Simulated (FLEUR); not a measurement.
# Collinear magnetic orders of GdBi with FLEUR

Aim: find out whether GdBi carries moments, and which collinear order costs least.

Program: FLEUR MaX-R8.1. Level of theory: PBEsol with U = 6.7 eV, J = 0.7 eV on Gd f; all-electron FLAPW, Dirac cores, scalar-relativistic bands. Results are calculated unless marked as measured.

## (1) The starting structure

It takes space group Fm-3m (No. 225, cubic). Conventional cell: a = 6.388 Å, b = 6.388 Å, c = 6.388 Å, α = 90.00°, β = 90.00°, γ = 90.00°. Nearest to Gd lie 6 Bi at 3.19 Å. Nearest to Bi lie 6 Gd at 3.19 Å. Farther neighbours are not listed.

Coordinates:

```xyz
2
Lattice="0.0000 3.1941 3.1941 3.1941 0.0000 3.1941 3.1941 3.1941 0.0000" Properties=species:S:1:pos:R:3 pbc="T T T"
Gd    0.0000    0.0000    0.0000
Bi    3.1941    3.1941    3.1941
```

The cell comes from a database of computed structures and need not be the stable phase.

## (2) Start 1: ferro +

The parallel start is the test of whether parallel moments hold. A Hubbard U acts on the open shell, since semilocal functionals spread its electrons too much.

The file n_mmp_mat seeds the f occupations with whole cubic orbitals by Hund's first rule, so that the U acts from the first pass. inpgen writes inp.xml from crystal.txt; cutoffs, mixing, functional, smearing and local orbitals are then set in the file. The k list default-1 (kpts.xml, not shown) is a Γ-centred 8×8×8 mesh; where the ranks do not divide the number of points, some are split in two of half the weight.

inp.xml reads:

```
<?xml version="1.0" encoding="UTF-8" standalone="no"?>
<fleurInput fleurInputVersion="0.39">
   <comment>
      GdBi
   </comment>
   <calculationSetup>
      <cutoffs Kmax="3.6" Gmax="10.8" GmaxXC="10.8" numbands="0"/>
      <scfLoop itmax="130" minDistance="0.0001" maxIterBroyd="15" imix="Anderson" alpha="0.05" precondParam="0.0" spinf="2.0" sdNocoIR="T"/>
      <coreElectrons ctail="T" frcor="F" kcrel="0" coretail_lmax="0"/>
      <xcFunctional name="PBEs" relativisticCorrections="F"/>
      <magnetism jspins="2"/>
      <soc l_soc="F" theta="0.0" phi="0.0" spav="F"/>
      <expertModes spex="0" secvar="F"/>
      <geometryOptimization l_f="F" forcealpha="1.0" forcemix="BFGS" epsdisp="0.00001" epsforce="0.00001"/>
      <ldaU l_linMix="F" mixParam="0.05" spinf="1.0"/>
   </calculationSetup>
   <cell>
      <bzIntegration valenceElectrons="33.0" mode="hist" fermiSmearingEnergy="0.00293995">
         <kPointListSelection listName="default-1"/>
         <xi:include xmlns:xi="http://www.w3.org/2001/XInclude" href="kpts.xml"> </xi:include>
      </bzIntegration>
      <xi:include xmlns:xi="http://www.w3.org/2001/XInclude" href="sym.xml"> </xi:include>
      <bulkLattice scale="1.0">
         <bravaisMatrix>
            <row-1>    0.0000000000000000     6.0360663268281591     6.0360663268281591</row-1>
            <row-2>    6.0360663268281591     0.0000000000000000     6.0360663268281591</row-2>
            <row-3>    6.0360663268281591     6.0360663268281591     0.0000000000000000</row-3>
         </bravaisMatrix>
      </bulkLattice>
   </cell>
   <atomSpecies>
      <species name="Gadolinium7.001" element="Gd" atomicNumber="64">
         <mtSphere radius="2.8" gridPoints="925" logIncrement="0.014"/>
         <atomicCutoffs lmax="10" lnonsphr="8"/>
         <electronConfig flipSpins="F">
            <coreConfig>(1s1/2) (2s1/2) (2p1/2) (2p3/2) (3s1/2) (3p1/2) (3p3/2) (4s1/2) (3d3/2) (3d5/2) (4p1/2) (4p3/2) (4d3/2) (4d5/2)</coreConfig>
            <valenceConfig>(5s1/2) (5p1/2) (5p3/2) (6s1/2) (4f5/2) (4f7/2) (5d3/2) (5d5/2)</valenceConfig>
            <stateOccupation state="(4f5/2)" spinUp="2.5005" spinDown="0.4995"/>
            <stateOccupation state="(4f7/2)" spinUp="4.0" spinDown="0.0"/>
            <stateOccupation state="(5d3/2)" spinUp="0.4" spinDown="0.0"/>
            <stateOccupation state="(5d5/2)" spinUp="0.6" spinDown="0.0"/>
         </electronConfig>
         <energyParameters s="6" p="6" d="5" f="4"/>
         <ldaU l="3" U="6.7" J="0.7" l_amf="F"/>
         <lo type="SCLO" l="0" n="5" eDeriv="0"/>
         <lo type="SCLO" l="1" n="5" eDeriv="0"/>
      </species>
      <species name="Bismuth (Bi)" element="Bi" atomicNumber="83">
         <mtSphere radius="2.8" gridPoints="925" logIncrement="0.015"/>
         <atomicCutoffs lmax="10" lnonsphr="8"/>
         <electronConfig flipSpins="F">
            <coreConfig>(1s1/2) (2s1/2) (2p1/2) (2p3/2) (3s1/2) (3p1/2) (3p3/2) (4s1/2) (3d3/2) (3d5/2) (4p1/2) (4p3/2) (5s1/2) (4d3/2) (4d5/2) (5p1/2) (5p3/2) (4f5/2) (4f7/2)</coreConfig>
            <valenceConfig>(6s1/2) (5d3/2) (5d5/2) (6p1/2) (6p3/2)</valenceConfig>
            <stateOccupation state="(6p1/2)" spinUp="0.500000" spinDown="0.500000"/>
            <stateOccupation state="(6p3/2)" spinUp="1.000000" spinDown="1.000000"/>
         </electronConfig>
         <energyParameters s="6" p="6" d="6" f="5"/>
         <lo type="SCLO" l="2" n="5" eDeriv="0"/>
      </species>
   </atomSpecies>
   <atomGroups>
      <atomGroup species="Gadolinium7.001">
         <relPos label="                   1">.0000000000 .0000000000 .0000000000</relPos>
         <force calculate="T" relaxXYZ="TTT"/>
      </atomGroup>
      <atomGroup species="Bismuth (Bi)">
         <relPos label="                   2">1.000/2.000 1.000/2.000 1.000/2.000</relPos>
         <force calculate="T" relaxXYZ="TTT"/>
      </atomGroup>
   </atomGroups>
   <output dos="F" band="F" slice="F">
      <bandDOS minEnergy="-.5*Htr" maxEnergy="0.5*Htr" sigma="0.015" storeEVData="T"/>
      <plotting iplot="0" polar="F">
         <plot TwoD="T" vec1="  1.0  0.0  0.0" vec2="  0.0  1.0  0.0" vec3="  0.0  0.0  1.0" zero="  0.0  0.0  0.0" file="plot"/>
      </plotting>
      <moessbauerParams electricFieldGradient="F" isomerShift="F" coreHyperfine="F" valenceHyperfine="F"/>
   </output>
</fleurInput>
```

crystal.txt reads:

```
GdBi
&input film=F cartesian=F /
0.00000000000  3.19414874370  3.19414874370
3.19414874370  0.00000000000  3.19414874370
3.19414874370  3.19414874370  0.00000000000
1.8897261246
1.0 1.0 1.0

2
64 0.00000000000  0.00000000000  0.00000000000 : 7.001
83 0.50000000000  0.50000000000  0.50000000000

&kpt div1=8 div2=8 div3=8 gamma=T /
```

Launch:

```sh
OMP_NUM_THREADS=1 inpgen -f crystal.txt > inpgen.log  # inp.xml is then edited as shown
OMP_NUM_THREADS=1 mpirun -n 4 fleur_MPI > fleur.log
```

The program printed:

```text
Welcome to FLEUR        (www.flapw.de)
      MaX-Release 8.1          (www.max-centre.eu)

 ========== k-point set info ==========
 Selected k-point list: default-1
 k-point list type: mesh
 0 x 0 x 0
 Number of k points: 32

 ------------Calculation Setup---------------------------
 Number of MPI-tasks      :            4
 Number of PE/node        :            4
 Number of OMP-threads    :            1
 k-points in parallel     :            4
 pe's per k-point         :            1
 No of k-point loops      :            8
 Eigenvalue solver        :       lapack
 Number of basis functions:          380
 Approximate size of matrices (H+S) per k-point:         0.002 GB
 --------------------------------------------------------
 Iteration:     1   Distance:      19.42633068 me/bohr^3
 Iteration:     2   Distance:      18.57646367 me/bohr^3
 Iteration:     3   Distance:       4.18875148 me/bohr^3
 Iteration:     4   Distance:       1.90482061 me/bohr^3
 Iteration:     5   Distance:       0.89799733 me/bohr^3
 Iteration:     6   Distance:       0.16184176 me/bohr^3
 Iteration:     7   Distance:       0.14253115 me/bohr^3
 Iteration:     8   Distance:       0.05615038 me/bohr^3
 Iteration:     9   Distance:       0.03736869 me/bohr^3
 Iteration:    10   Distance:       0.02869754 me/bohr^3
 Iteration:    11   Distance:       0.00643038 me/bohr^3
 Iteration:    12   Distance:       0.00403012 me/bohr^3
 Iteration:    13   Distance:       0.00099430 me/bohr^3
 Iteration:    14   Distance:       0.00024106 me/bohr^3
 Iteration:    15   Distance:       0.00028685 me/bohr^3
 Iteration:    16   Distance:       0.00026722 me/bohr^3
 Iteration:    17   Distance:       0.00011558 me/bohr^3
 Iteration:    18   Distance:       0.00003873 me/bohr^3

 ********************************************************************
 Run finished successfully
 Stop message:
   all done
 ********************************************************************

--- out.xml (last complete iteration) ---
<iteration numberForCurrentRun="   18" overallNumber="   18">
         [... left out ...]
         <bandgap value="0.0043830559" units="eV"/>
         <sumValenceSingleParticleEnergies value="-10.4251608467" units="Htr"/>
         <FermiEnergy value="0.2749892681" units="Htr"/>
         <valenceDensity>
            <mtCharges spin="1">
               <mtCharge atomType="1" total="11.4870005" s="1.0741823" p="2.9840114" d="0.4532857" f="6.9737136"/>
               <mtCharge atomType="2" total="6.7309313" s="0.7698060" p="0.9845774" d="4.9697870" f="0.0052615"/>
            </mtCharges>
            <mtCharges spin="2">
               <mtCharge atomType="1" total="4.4124036" s="1.0662719" p="2.9643119" d="0.3505568" f="0.0293412"/>
               <mtCharge atomType="2" total="6.7979291" s="0.7747611" p="1.0507459" d="4.9668037" f="0.0044446"/>
            </mtCharges>
            <spinDependentCharge spin="1" total="20.0175663" interstitial="1.7996345" mtSpheres="18.2179318"/>
            <spinDependentCharge spin="2" total="12.9824337" interstitial="1.7721011" mtSpheres="11.2103327"/>
            <totalCharge value="33.0000000000"/>
         </valenceDensity>
         [... left out ...]
         <allElectronCharges>
            <spinDependentCharge spin="1" total="77.0175662" interstitial="1.7999843" mtSpheres="75.2175819"/>
            <spinDependentCharge spin="2" total="69.9824337" interstitial="1.7724534" mtSpheres="68.2099803"/>
            <totalCharge value="146.9999999780"/>
         </allElectronCharges>
         <magneticMomentsInMTSpheres units="muBohr">
            <globalMagMoment atomType="1" vec="0.00000   0.00000   7.07460"/>
            <localMagMoment atomType="1" vec="0.00000   0.00000   7.07460"/>
            <globalMagMoment atomType="2" vec="0.00000   0.00000  -0.06700"/>
            <localMagMoment atomType="2" vec="0.00000   0.00000  -0.06700"/>
         </magneticMomentsInMTSpheres>
         <moessbauerParams unitsHFF="kG" unitsIS="e/bohr^3" unitsEFG="Htr/bohr^2">
         </moessbauerParams>
         <totalEnergy value="   -32852.6201914207" units="Htr">
            <sumOfEigenvalues value="   -20310.2385297974">
               <coreElectrons value="-20299.8133689506"/>
               <valenceElectrons value="-10.4251608467"/>
            </sumOfEigenvalues>
            <densityCoulombPotentialIntegral value="-57001.8728868560"/>
            <densityEffectivePotentialIntegral value="-57844.1124401003"/>
            <chargeDenXCDenIntegral value="-639.5233805569"/>
            <FockExchangeEnergyValence value="0.0000000000"/>
            <FockExchangeEnergyCore value="0.0000000000"/>
            <atomTypeDependentContributions atomType="1">
               <electronNucleiInteractionDifferentMTs value="13837.7632130187"/>
               <MadelungTerm value="-30.7325733273"/>
            </atomTypeDependentContributions>
            <atomTypeDependentContributions atomType="2">
               <electronNucleiInteractionDifferentMTs value="27345.0664972885"/>
               <MadelungTerm value="-33.2379625130"/>
            </atomTypeDependentContributions>
            <dftUCorrection value="-0.7659684087"/>
            <tkbTimesEntropy value="0.0003175361"/>
            <freeEnergy value="-32852.6205089568"/>
            <extrapolationTo0K value="-32852.6203501888"/>
         </totalEnergy>
         <ldaUDensityMatrix>
            <densityMatrixFor spin="1" atomType="1" uIndex="1" l="3" U="6.70000000" J="0.70000000">
               (+0.99652,+0.00000) (+0.00000,+0.00000) (+0.00000,+0.00000) (+0.00000,+0.00000) (+0.00050,+0.00000) (+0.00000,+0.00000) (+0.00000,+0.00000)
               (+0.00000,+0.00000) (+0.99563,+0.00000) (+0.00000,+0.00000) (+0.00000,+0.00000) (+0.00000,+0.00000) (+0.00023,+0.00000) (+0.00000,+0.00000)
               (+0.00000,+0.00000) (+0.00000,+0.00000) (+0.99626,+0.00000) (+0.00000,+0.00000) (+0.00000,+0.00000) (+0.00000,+0.00000) (+0.00050,+0.00000)
               (+0.00000,+0.00000) (+0.00000,+0.00000) (+0.00000,+0.00000) (+0.99690,+0.00000) (+0.00000,+0.00000) (+0.00000,+0.00000) (+0.00000,+0.00000)
               (+0.00050,+0.00000) (+0.00000,+0.00000) (+0.00000,+0.00000) (+0.00000,+0.00000) (+0.99626,+0.00000) (+0.00000,+0.00000) (+0.00000,+0.00000)
               (+0.00000,+0.00000) (+0.00023,+0.00000) (+0.00000,+0.00000) (+0.00000,+0.00000) (+0.00000,+0.00000) (+0.99563,+0.00000) (+0.00000,+0.00000)
               (+0.00000,+0.00000) (+0.00000,+0.00000) (+0.00050,+0.00000) (+0.00000,+0.00000) (+0.00000,+0.00000) (+0.00000,+0.00000) (+0.99652,+0.00000)
            </densityMatrixFor>
            <densityMatrixFor spin="2" atomType="1" uIndex="1" l="3" U="6.70000000" J="0.70000000">
               (+0.00535,+0.00000) (+0.00000,+0.00000) (+0.00000,+0.00000) (+0.00000,+0.00000) (+0.00200,+0.00000) (+0.00000,+0.00000) (+0.00000,+0.00000)
               (+0.00000,+0.00000) (+0.00156,+0.00000) (+0.00000,+0.00000) (+0.00000,+0.00000) (+0.00000,+0.00000) (+0.00120,+0.00000) (+0.00000,+0.00000)
               (+0.00000,+0.00000) (+0.00000,+0.00000) (+0.00431,+0.00000) (+0.00000,+0.00000) (+0.00000,+0.00000) (+0.00000,+0.00000) (+0.00200,+0.00000)
               (+0.00000,+0.00000) (+0.00000,+0.00000) (+0.00000,+0.00000) (+0.00690,+0.00000) (+0.00000,+0.00000) (+0.00000,+0.00000) (+0.00000,+0.00000)
               (+0.00200,+0.00000) (+0.00000,+0.00000) (+0.00000,+0.00000) (+0.00000,+0.00000) (+0.00431,+0.00000) (+0.00000,+0.00000) (+0.00000,+0.00000)
               (+0.00000,+0.00000) (+0.00120,+0.00000) (+0.00000,+0.00000) (+0.00000,+0.00000) (+0.00000,+0.00000) (+0.00156,+0.00000) (+0.00000,+0.00000)
               (+0.00000,+0.00000) (+0.00000,+0.00000) (+0.00200,+0.00000) (+0.00000,+0.00000) (+0.00000,+0.00000) (+0.00000,+0.00000) (+0.00535,+0.00000)
            </densityMatrixFor>
         </ldaUDensityMatrix>
         <ldaUDensityMatrixConvergence>
            <distance spin="1" distance="0.000000"/>
            <distance spin="2" distance="0.000000"/>
         </ldaUDensityMatrixConvergence>
         <densityConvergence units="me/bohr^3">
            <chargeDensity spin="1" distance="0.0000221220"/>
            <chargeDensity spin="2" distance="0.0000287956"/>
            <overallChargeDensity distance="0.0000337207"/>
            <spinDensity distance="0.0000387304"/>
         </densityConvergence>
      </iteration>
```

Wall time 23 s (4 MPI ranks of Arm Neoverse V1, shared host); peak memory 0.28 GiB; 92 s of CPU time.

Read from the output:

* free energy: -893965.3459 eV
* program's band gap on this mesh (in a metal only a level spacing): 0.004383 eV
* magnetization: 7.035 μB
* final state: ferromagnetic, with opposed induced moments
* largest moment: 7.075 μB

After 18 cycles the largest moment stands at 7.07 μB.

(Part 1 of 3 ends here.)

[Logs and program files are shortened in this print: banners, set-up blocks, solver, clock and traceback lines can be left out without a mark of their own.]

[Logs are printed without paths, hosts, clocks, repeated set-up lines and the standing remarks that a program may print on its own settings, such as how far it seeks lower states.]

[Hosts, paths, dates, database ids (printed as entryN), source tags and the programs' standing remarks are cut or masked in the printed files.]

[Where a cell is said to come from a database of computed structures, the database is the Materials Project.]
